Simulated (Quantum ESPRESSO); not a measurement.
# How biaxial strain moves the moments of FePt

Aim: follow moments and order energies of FePt with biaxial strain.

Program: Quantum ESPRESSO 7.5. Level of theory: PBE; plane waves with GBRV 1.5 PBE potentials, no spin-orbit coupling. Results are calculated unless marked as measured.

Most raw output is cut from this account.

### 1. The structure

It takes space group P4/mmm (No. 123, tetragonal). The conventional cell has a = 2.724 Å, b = 2.724 Å, c = 3.713 Å, α = 90.00°, β = 90.00°, γ = 90.00°. Fe has 8 Pt at 2.68 Å and 4 Fe at 2.72 Å nearest. Nearest to Pt lie 8 Fe at 2.68 Å and 4 Pt at 2.72 Å. Farther neighbours are not listed.

The lattice constants were typed from memory of published values and not checked against a source.

### 2. Biaxial 0.94, ferro +

Lengths in the Cartesian xy plane scale by the factor; z is kept. Atoms keep their fractional places. Seeded atoms are those given a starting moment.

pw.in

```
&CONTROL
  calculation = 'scf'
  prefix = 'pwscf'
  outdir = './tmp'
  pseudo_dir = './pseudo'
  disk_io = 'nowf'
  tprnfor = .true.
  tstress = .true.
/
&SYSTEM
  ibrav = 0
  celldm(1) = 8
  nat = 2
  ntyp = 2
  ecutwfc = 40
  ecutrho = 280
  nbnd = 24
  occupations = 'smearing'
  smearing = 'fd'
  degauss = 0.00367493
  nspin = 2
  starting_magnetization(1) = 0.175
  starting_magnetization(2) = 0
/
&ELECTRONS
  conv_thr = 4d-09
  electron_maxstep = 150
  mixing_beta = 0.3
/
ATOMIC_SPECIES
Fe     55.8450 fe_pbe_v1.5.uspp.F.UPF
Pt    195.0840 pt_pbe_v1.4.uspp.F.UPF
CELL_PARAMETERS alat
   0.6047946810746    0.0000000000000    0.0000000000000
   0.0000000000000    0.6047946810746    0.0000000000000
   0.0000000000000    0.0000000000000    0.8770691375919
ATOMIC_POSITIONS crystal
Fe      0.0000000000    0.0000000000    0.0000000000
Pt      0.5000000000    0.5000000000    0.5000000000
K_POINTS automatic
14 14 14 0 0 0
```

On the command line:

```
$ OMP_NUM_THREADS=1 mpirun -n 4 pw.x -nk 4 -in pw.in > pw.out
```

Elapsed: 38 s, on 4 MPI ranks of Arm Neoverse V1, shared host; peak memory 0.39 GiB; 2.5 min of CPU time.

Spin moment in the atom's sphere by atom:

| atom | spin moment in the atom's sphere (μB) |
| --- | --- |
| Fe1 | 2.71 |
| Pt2 | 0.35 |

Numbers from this step:

| Item | Value |
| --- | --- |
| smearing term TS | 0.01002 eV |
| pressure | 40.69 GPa |
| magnetization | 2.999 μB |
| absolute magnetization | 3.161 μB |
| final state | ferromagnetic |

### 3. Biaxial 0.94, no spin polarisation

Edit pw.in of step 2 so:

```diff
@@ -16,3 +16,3 @@
   ecutrho = 280
-  nbnd = 24
+  nbnd = 23
   occupations = 'smearing'
@@ -20,5 +20,2 @@
   degauss = 0.00367493
-  nspin = 2
-  starting_magnetization(1) = 0.175
-  starting_magnetization(2) = 0
 /
```

It took 18 s on 4 MPI ranks; peak memory 0.3 GiB; 72 s of CPU time.

This step gave:

```
smearing term TS : 0.02961 eV
pressure         : 21.39 GPa
final state      : non-magnetic (no spin polarisation)
```

### 4. Biaxial 1.06, ferro +

Edit pw.in of step 3 so:

```diff
@@ -16,3 +16,3 @@
   ecutrho = 280
-  nbnd = 23
+  nbnd = 24
   occupations = 'smearing'
@@ -20,2 +20,5 @@
   degauss = 0.00367493
+  nspin = 2
+  starting_magnetization(1) = 0.175
+  starting_magnetization(2) = 0
 /
@@ -30,4 +33,4 @@
 CELL_PARAMETERS alat
-   0.6047946810746    0.0000000000000    0.0000000000000
-   0.0000000000000    0.6047946810746    0.0000000000000
+   0.6820025127011    0.0000000000000    0.0000000000000
+   0.0000000000000    0.6820025127011    0.0000000000000
    0.0000000000000    0.0000000000000    0.8770691375919
```

Run time: 65 s. Hardware: 4 MPI ranks; peak memory 0.45 GiB.

Read from the output:

- smearing term TS: 0.01481 eV
- pressure: -15.62 GPa
- magnetization: 3.588 μB
- absolute magnetization: 3.781 μB
- final state: ferromagnetic
- largest moment: 3.217 μB

### 5. All points

The runs not shown differ from these in the moved quantity alone.

States, by row:

| biaxial | ferro + | no spin polarisation |
| --- | --- | --- |
| 0.94 | ferromagnetic | non-magnetic |
| 0.955 | ferromagnetic | non-magnetic |
| 0.97 | ferromagnetic | non-magnetic |
| 0.985 | ferromagnetic | non-magnetic |
| 1 | ferromagnetic | non-magnetic |
| 1.015 | ferromagnetic | non-magnetic |
| 1.03 | ferromagnetic | non-magnetic |
| 1.045 | ferromagnetic | non-magnetic |
| 1.06 | ferromagnetic | non-magnetic |

Table of largest site moment, ferro + by biaxial:

| biaxial (factor) | largest site moment, ferro + (μB) |
| --- | --- |
| 0.9400 | 2.71 |
| 0.9550 | 2.78 |
| 0.9700 | 2.86 |
| 0.9850 | 2.94 |
| 1.0000 | 3.00 |
| 1.0150 | 3.06 |
| 1.0300 | 3.12 |
| 1.0450 | 3.17 |
| 1.0600 | 3.22 |

Table of energy less that of the parallel start, no spin polarisation by biaxial:

| biaxial (factor) | energy less that of the parallel start, no spin polarisation (meV a seeded atom) |
| --- | --- |
| 0.9400 | 431 |
| 0.9550 | 520 |
| 0.9700 | 611 |
| 0.9850 | 702 |
| 1.0000 | 793 |
| 1.0150 | 884 |
| 1.0300 | 974 |
| 1.0450 | 1060 |
| 1.0600 | 1143 |

Energy over the lowest against biaxial; values in meV an atom:

| biaxial (factor) | ferro + | no spin polarisation |
| --- | --- | --- |
| 0.9400 | 220 | 435 |
| 0.9550 | 125 | 385 |
| 0.9700 | 59.6 | 365 |
| 0.9850 | 19.1 | 370 |
| 1.0000 | 0.333 | 397 |
| 1.0150 | 0 | 442 |
| 1.0300 | 15.3 | 502 |
| 1.0450 | 44.5 | 575 |
| 1.0600 | 85.7 | 657 |

### 6. Outcome

| Item | Value |
| --- | --- |
| moment, parallel start | 2.71 to 3.22 μB |
| states met from these starts | ferromagnetic |

What this shows: The moment of the parallel start goes from 2.71 μB at 0.94 to 3.22 μB at 1.06. The net moment of the cell goes from 3.00 to 3.59 μB. The radius of the spheres follows the nearest distance, so part of the change of the site moments is the spheres'. Only a parallel start was run beside the spinless one, so opposed or spiral orders, which may lie lower, are not probed.

[Logs and program files are shortened in this print: banners, set-up blocks, solver, clock and traceback lines can be left out without a mark of their own.]

[Logs are printed without paths, hosts, clocks, repeated set-up lines and the standing remarks that a program may print on its own settings, such as how far it seeks lower states.]

[Hosts, paths, dates, database ids (printed as entryN), source tags and the programs' standing remarks are cut or masked in the printed files.]

[Where a cell is said to come from a database of computed structures, the database is the Materials Project.]
